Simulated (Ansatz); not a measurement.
# Stretching the linear La chain

Aim: how do moment and conductance of the linear La chain follow its length?

Method: DFT PBE, plane waves, PAW; relaxation of a chain's period, in the first sound run; inputs show where later runs differ, in Ansatz 0.2.0.

Report form: the programs' logs are mostly left out.

### Step 1. The starting structure

The cell holds 1 atom: 1 La. Cell: a = 12.000 Å, b = 12.000 Å, c = 3.850 Å, α = 90.0°, β = 90.0°, γ = 90.0°. Vacuum lies along a and b. The structure's axis is c.

### Step 2. Relaxation of atoms and period

Band widths follow the bond lengths, so the chain is relaxed first. The atoms and the third cell vector are free; the box across stays fixed as vacuum. Moments are seeded so that a magnetic state can form if it lies lower. A Fermi-Dirac smearing is set since the result may be a metal. The pressure printed is a third of the stress's trace over the whole box, vacuum included; only the stress along the axis is relaxed.

Contents of input.yaml:

```yaml
crystal:
  lattice:
    - [12.0, 0.0, 0.0]
    - [0.0, 12.0, 0.0]
    - [0.0, 0.0, 3.8502]
  atoms:
    - { symbol: La, position: [0.5, 0.5, 0.0], spin: 1.0 }
magnetization:
  spin_polarized: true
kpoints:
  mp_grid: { grid: [1, 1, 21] }
scf:
  occupations: { method: fermi_dirac, width: 0.05 }
hamiltonian:
  xc: pbe
relax:
  cell: { fix: [a, b, alpha, beta, gamma] }
  max_steps: 60
```

Launch:

```sh
$ ansatz run input.yaml --threads 8 --pin off --max-ram 16384MiB --backend cpu --events-out ev --progress --plain --runs-dir out
```

The job ended after 24 s (8 threads of Arm Neoverse V2, shared host; peak memory 0.98 GiB; 2.8 min of CPU time).

Relaxation path:

```
step  energy less that of the first step (eV)  largest force component (eV/Å)  pressure (GPa)  volume (Å³)
   1                                   0.0000                          0.0000           -0.29       554.43
   2                                  -0.0723                          0.0000           -0.27       540.61
   3                                  -0.1947                          0.0000           -0.22       513.58
   4                                  -0.3765                          0.0000           -0.30       485.86
   5                                  -0.5110                          0.0000           -0.23       458.83
   6                                  -0.5843                          0.0000           -0.04       431.61
   7                                  -0.5852                          0.0000            0.01       426.18
   8                                  -0.5856                          0.0000           -0.01       427.88
  9*                                  -0.5852                          0.0000            0.00       427.88
```

Relaxation steps marked * repeat the geometry before them on a plane-wave basis chosen anew for their cell, so energy and pressure can jump there.

```
cell as run  before  after   change
      c (Å)   3.850  2.971  -22.8 %
```

Final coordinates:

```
La
1.0
    12.00000    0.00000    0.00000
     0.00000   12.00000    0.00000
     0.00000    0.00000    2.97142
La
1
Direct
  0.50000 0.50000 0.00000
```

Numbers from this step:

* energy at zero smearing: -6247.7568 eV
* cell length along the wire: 2.971 Å

The cell's length comes to 2.971 Å with no moment. That is -23 % against the start, more than a small adjustment.

The cell shrank by 22.8 % in its periodic edges.

### Step 3. The chain at a fixed length, period over the relaxed period 0.88, k-mesh 1×1×31

This step: DFT PBE, plane waves, PAW; channels and complex bands of a perfect chain (Ansatz 0.2.0).

The period is set to 0.88 times the relaxed one: shorter bonds widen the bands.

The cell differs from the one that the last finished run ended in (c 2.971 → 2.615 Å).

input.yaml, the sections that differ from step 2:

```yaml
crystal:
  lattice:
    - [12.0, 0.0, 0.0]
    - [0.0, 12.0, 0.0]
    - [0.0, 0.0, 2.6148479167]
  atoms:
    - { symbol: La, position: [0.5, 0.5, 0.0], spin: 1.0 }
kpoints:
  mp_grid: { grid: [1, 1, 31] }
output:
  transmission:
    e_range: [-2, 2]
    de: 0.035
    kmesh: [1, 1]
    reduced_basis: true
    leads: [[0, 0]]
  stress: true
# magnetization, scf, hamiltonian: as in step 2
# relax: removed
```

Wall time 73 s (8 threads); peak memory 1.5 GiB; 7 min of CPU time.

This step gave:

```yaml
energy_at_zero_smearing: -6247.4489 eV
channels_at_the_energy_nearest_the_fermi_level_spin_up: 3
channels_at_the_energy_nearest_the_fermi_level_spin_down: 3
conductance_of_the_lead_as_this_run_defines_it: 3.354 G₀
band_gap: 0 eV
```

The open channels of the lead by energy, zero at the Fermi level:

```
energy (eV)  spin up  spin down
      -2.00        0          0
      -1.90        0          0
      -1.79        0          0
      -1.69        2          2
      -1.58        2          2
      -1.48        2          2
      -1.37        2          2
      -1.23        2          2
      -1.12        3          3
      -1.02        3          3
      -0.92        3          3
      -0.81        3          3
      -0.70        3          3
      -0.60        3          3
      -0.49        3          3
      -0.39        3          3
      -0.28        3          3
      -0.18        3          3
      -0.07        3          3
      -0.01        3          3
       0.07        5          5
       0.17        6          6
       0.28        6          6
       0.38        6          6
       0.48        6          6
       0.59        6          6
       0.69        6          6
       0.80        6          6
       0.91        6          6
       1.01        5          5
       1.11        5          5
       1.22        3          3
       1.36        3          3
       1.47        5          5
       1.57        3          3
       1.68        3          3
       1.78        5          5
       1.89        5          5
       1.99        5          5
```

At the computed energy nearest the Fermi level there are 3 spin-up and 3 spin-down channels, and the thermal average gives 3.35 G₀.

### Step 4. The chain at a fixed length, period over the relaxed period 0.92, k-mesh 1×1×30

The period is set to 0.92 times the relaxed one: shorter bonds widen the bands.

The cell differs from the one that the last finished run ended in (c 2.615 → 2.734 Å).

Changes to input.yaml since step 3:

```diff
@@ -4,3 +4,3 @@
     - [0.0, 12.0, 0.0]
-    - [0.0, 0.0, 2.6148479167]
+    - [0.0, 0.0, 2.7337046402]
   atoms:
@@ -10,3 +10,3 @@
 kpoints:
-  mp_grid: { grid: [1, 1, 31] }
+  mp_grid: { grid: [1, 1, 30] }
 scf:
```

Elapsed: 69 s, on 8 threads; peak memory 1.5 GiB; 6.5 min of CPU time.

At the computed energy nearest the Fermi level there are 4 spin-up and 4 spin-down channels, and the thermal average gives 4.00 G₀.

For the conductance of the lead as this run defines it, step 3 gave 3.35 G₀; this run, with period over the relaxed period 0.92 and k-mesh 1×1×30, gives 4.00 G₀ (+19 %).

### Step 5. The chain at a fixed length, period over the relaxed period 0.96, k-mesh 1×1×29

The period is set to 0.96 times the relaxed one: shorter bonds widen the bands.

The cell differs from the one that the last finished run ended in (c 2.734 → 2.853 Å).

Changes to input.yaml since step 4:

```diff
@@ -4,3 +4,3 @@
     - [0.0, 12.0, 0.0]
-    - [0.0, 0.0, 2.7337046402]
+    - [0.0, 0.0, 2.8525613637]
   atoms:
@@ -10,3 +10,3 @@
 kpoints:
-  mp_grid: { grid: [1, 1, 30] }
+  mp_grid: { grid: [1, 1, 29] }
 scf:
```

Wall time 57 s (8 threads); peak memory 1.3 GiB; 5.5 min of CPU time.

At the computed energy nearest the Fermi level there are 4 spin-up and 4 spin-down channels, and the thermal average gives 4.00 G₀.

Between step 3 and this run (period over the relaxed period 0.96 and k-mesh 1×1×29) the value for the conductance of the lead as this run defines it moves from 3.35 G₀ to 4.00 G₀ (+19 %).

### Step 6. The chain at a fixed length, period over the relaxed period 1, k-mesh 1×1×27

The period is set to 1.0 times the relaxed one, as the point of reference.

Changes to input.yaml since step 5:

```diff
@@ -4,3 +4,3 @@
     - [0.0, 12.0, 0.0]
-    - [0.0, 0.0, 2.8525613637]
+    - [0.0, 0.0, 2.9714180872]
   atoms:
@@ -10,3 +10,3 @@
 kpoints:
-  mp_grid: { grid: [1, 1, 29] }
+  mp_grid: { grid: [1, 1, 27] }
 scf:
```

It took 55 s on 8 threads; peak memory 1.3 GiB; 5.3 min of CPU time.

The open channels of the lead by energy, zero at the Fermi level:

```
energy (eV)  spin up  spin down
     -0.985        0          0
     -0.915        3          3
     -0.810        3          3
     -0.705        3          3
     -0.600        3          3
     -0.495        3          3
     -0.390        4          4
     -0.285        4          4
     -0.215        4          4
     -0.110        4          4
     -0.005        4          4
      0.100        4          4
      0.205        4          4
      0.310        4          4
      0.415        6          6
      0.485        6          6
      0.590        6          6
      0.695        6          6
      0.800        6          6
      0.905        6          6
      1.010        6          6
      1.115        3          3
      1.185        3          3
      1.290        3          3
      1.395        1          1
      1.500        3          3
      1.605        3          3
      1.710        3          3
      1.815        5          5
      1.885        5          5
```

At the computed energy nearest the Fermi level there are 4 spin-up and 4 spin-down channels, and the thermal average gives 4.00 G₀.

For the conductance of the lead as this run defines it, step 3 gave 3.35 G₀; this run, with period over the relaxed period 1 and k-mesh 1×1×27, gives 4.00 G₀ (+19 %).

### Step 7. The chain at a fixed length, period over the relaxed period 1.04, k-mesh 1×1×26

The period is set to 1.04 times the relaxed one: longer bonds narrow the bands.

The cell differs from the one that the last finished run ended in (c 2.971 → 3.090 Å).

Changes to input.yaml since step 6:

```diff
@@ -4,3 +4,3 @@
     - [0.0, 12.0, 0.0]
-    - [0.0, 0.0, 2.9714180872]
+    - [0.0, 0.0, 3.0902748107]
   atoms:
@@ -10,3 +10,3 @@
 kpoints:
-  mp_grid: { grid: [1, 1, 27] }
+  mp_grid: { grid: [1, 1, 26] }
 scf:
```

Elapsed: 65 s, on 8 threads; peak memory 1.3 GiB; 5.9 min of CPU time.

At the computed energy nearest the Fermi level there are 4 spin-up and 4 spin-down channels, and the thermal average gives 4.00 G₀. The change of length costs 0.029 eV a cell and leaves no moment.

For the conductance of the lead as this run defines it, step 3 gave 3.35 G₀; this run, with period over the relaxed period 1.04 and k-mesh 1×1×26, gives 4.00 G₀ (+19 %).

### Step 8. At a set period, period over the relaxed period 1.08, k-mesh 1×1×25

The period is set to 1.08 times the relaxed one: longer bonds narrow the bands.

The cell differs from the one that the last finished run ended in (c 3.090 → 3.209 Å).

Changes to input.yaml since step 7:

```diff
@@ -4,3 +4,3 @@
     - [0.0, 12.0, 0.0]
-    - [0.0, 0.0, 3.0902748107]
+    - [0.0, 0.0, 3.2091315342]
   atoms:
@@ -10,3 +10,3 @@
 kpoints:
-  mp_grid: { grid: [1, 1, 26] }
+  mp_grid: { grid: [1, 1, 25] }
 scf:
```

The job ended after 66 s (8 threads; peak memory 1.2 GiB; 5.9 min of CPU time).

At the computed energy nearest the Fermi level there are 4 spin-up and 4 spin-down channels, and the thermal average gives 4.00 G₀. The change of length costs 0.093 eV a cell and leaves no moment.

Between step 3 and this run (period over the relaxed period 1.08 and k-mesh 1×1×25) the value for the conductance of the lead as this run defines it moves from 3.35 G₀ to 4.00 G₀ (+19 %).

### Step 9. At a set period, period over the relaxed period 1.13, k-mesh 1×1×24

The period is set to 1.13 times the relaxed one: longer bonds narrow the bands.

The cell differs from the one that the last finished run ended in (c 3.209 → 3.358 Å).

Changes to input.yaml since step 8:

```diff
@@ -4,3 +4,3 @@
     - [0.0, 12.0, 0.0]
-    - [0.0, 0.0, 3.2091315342]
+    - [0.0, 0.0, 3.3577024385]
   atoms:
@@ -10,3 +10,3 @@
 kpoints:
-  mp_grid: { grid: [1, 1, 25] }
+  mp_grid: { grid: [1, 1, 24] }
 scf:
```

Run time: 79 s. Hardware: 8 threads; peak memory 1.5 GiB; 7.7 min of CPU time.

Table of open channels of the lead by energy, zero at the Fermi level:

```
energy (eV)  spin up  spin down
     -1.510        0          0
     -1.405        1          1
     -1.300        1          1
     -1.195        1          1
     -1.090        1          1
     -0.985        1          1
     -0.915        1          1
     -0.810        1          1
     -0.705        1          1
     -0.600        1          1
     -0.495        3          3
     -0.390        3          3
     -0.285        3          3
     -0.215        3          3
     -0.110        4          4
     -0.005        4          4
      0.100        4          4
      0.205        4          4
      0.310        4          4
      0.415        4          4
      0.485        6          6
      0.590        6          6
      0.695        6          6
      0.800        1          1
      0.905        1          1
      1.010        1          1
      1.115        3          3
      1.185        3          3
      1.290        7          7
      1.395        4          4
      1.500        4          4
      1.605        4          4
      1.710        4          4
      1.815        1          1
      1.885        1          1
```

At the computed energy nearest the Fermi level there are 4 spin-up and 4 spin-down channels, and the thermal average gives 4.00 G₀. The change of length costs 0.205 eV a cell and leaves no moment.

For the conductance of the lead as this run defines it, step 3 gave 3.35 G₀; this run, with period over the relaxed period 1.13 and k-mesh 1×1×24, gives 4.00 G₀ (+19 %).

### Step 10. At a set period, period over the relaxed period 1.2, k-mesh 1×1×23

The period is set to 1.2 times the relaxed one: longer bonds narrow the bands.

The cell differs from the one that the last finished run ended in (c 3.358 → 3.566 Å).

Changes to input.yaml since step 9:

```diff
@@ -4,3 +4,3 @@
     - [0.0, 12.0, 0.0]
-    - [0.0, 0.0, 3.3577024385]
+    - [0.0, 0.0, 3.5657017046]
   atoms:
@@ -10,3 +10,3 @@
 kpoints:
-  mp_grid: { grid: [1, 1, 24] }
+  mp_grid: { grid: [1, 1, 23] }
 scf:
```

It took 72 s on 8 threads; peak memory 1.6 GiB; 7.2 min of CPU time.

At the computed energy nearest the Fermi level there are 4 spin-up and 3 spin-down channels, and the thermal average gives 3.50 G₀. The change of length costs 0.380 eV a cell and leaves an absolute moment of 0.51 μB a cell.

Between step 3 and this run (period over the relaxed period 1.2 and k-mesh 1×1×23) the value for the conductance of the lead as this run defines it moves from 3.35 G₀ to 3.50 G₀ (+4 %).

### Step 11. The chain at a fixed length, period over the relaxed period 1.3, k-mesh 1×1×21

The period is set to 1.3 times the relaxed one: longer bonds narrow the bands.

The cell differs from the one that the last finished run ended in (c 3.566 → 3.863 Å).

Changes to input.yaml since step 10:

```diff
@@ -4,3 +4,3 @@
     - [0.0, 12.0, 0.0]
-    - [0.0, 0.0, 3.5657017046]
+    - [0.0, 0.0, 3.8628435134]
   atoms:
@@ -10,3 +10,3 @@
 kpoints:
-  mp_grid: { grid: [1, 1, 23] }
+  mp_grid: { grid: [1, 1, 21] }
 scf:
```

Run time: 73 s. Hardware: 8 threads; peak memory 1.5 GiB; 7 min of CPU time.

At the computed energy nearest the Fermi level there are 4 spin-up and 1 spin-down channels, and the thermal average gives 2.65 G₀. The change of length costs 0.609 eV a cell and leaves an absolute moment of 1.99 μB a cell.

Between step 3 and this run (period over the relaxed period 1.3 and k-mesh 1×1×21) the value for the conductance of the lead as this run defines it moves from 3.35 G₀ to 2.65 G₀ (-21 %).

### Step 12. Comparing the runs

Times are for 8 threads of Arm Neoverse V2, shared host. The runs compared:

```
no.  period over the relaxed period  conductance of the lead as this run defines it (G₀)  absolute moment (μB)  energy at zero smearing less the lowest (eV)  time  memory (GiB)
  1                            0.88                                                3.354                     0                                        0.3127  73 s           1.5
  2                            0.92                                                4.003                     0                                        0.1211  69 s           1.5
  3                            0.96                                                4.000                     0                                       0.01974  57 s           1.3
  4                               1                                                4.000                     0                                             0  55 s           1.3
  5                            1.04                                                4.000                     0                                       0.02880  65 s           1.3
  6                            1.08                                                4.000                     0                                       0.09308  66 s           1.2
  7                            1.13                                                3.998                     0                                        0.2051  79 s           1.5
  8                             1.2                                                3.504                0.5053                                        0.3801  72 s           1.6
  9                             1.3                                                2.646                 1.991                                        0.6086  73 s           1.5
```

### Step 13. What came out

| Property | Result |
| --- | --- |
| relaxed cell length | 2.971 Å |
| conductance at period × 0.88 | 3.35 G₀ |
| conductance at period × 1.0 | 4.00 G₀ |
| conductance at period × 1.13 | 4.00 G₀ |
| conductance at period × 1.3 | 2.65 G₀ |
| absolute moment at period × 0.88 | 0 μB |
| absolute moment at period × 1.0 | 0 μB |
| absolute moment at period × 1.3 | 1.99 μB |

**Reading.** In these runs no moment survives at the shortest period, and one is present from a factor of 1.2 on: longer bonds narrow the bands, which favours exchange splitting. The conductance goes from 3.35 G₀ at the shortest period to 2.65 G₀ at the longest, while the magnetic state changes too. Transport is coherent and elastic here: the atoms are frozen, so scattering by vibrations plays no part. Spin-orbit coupling is left out, which matters for the bands of heavy atoms. No search over magnetic orders was made; another may lie lower. One term of the program's error estimate for a conductance, of a junction or of the perfect wire, reaches 11 % in this session. For the perfect chain only parallel moments were started; its antiparallel and spiral orders were not tested. Conductances of a perfect chain off the multiples of half a G0 come from band edges within the thermal window; the square box also splits pairs of bands that an isolated chain keeps degenerate, which moves such edges. The lead's cell of one atom keeps the chain straight and evenly spaced; a zigzag or dimerised form may lie lower.

[Logs are printed without paths, hosts, clocks, repeated set-up lines and the standing remarks that a program may print on its own settings, such as how far it seeks lower states.]

[Hosts, paths, dates, database ids (printed as entryN), source tags and the programs' standing remarks are cut or masked in the printed files.]
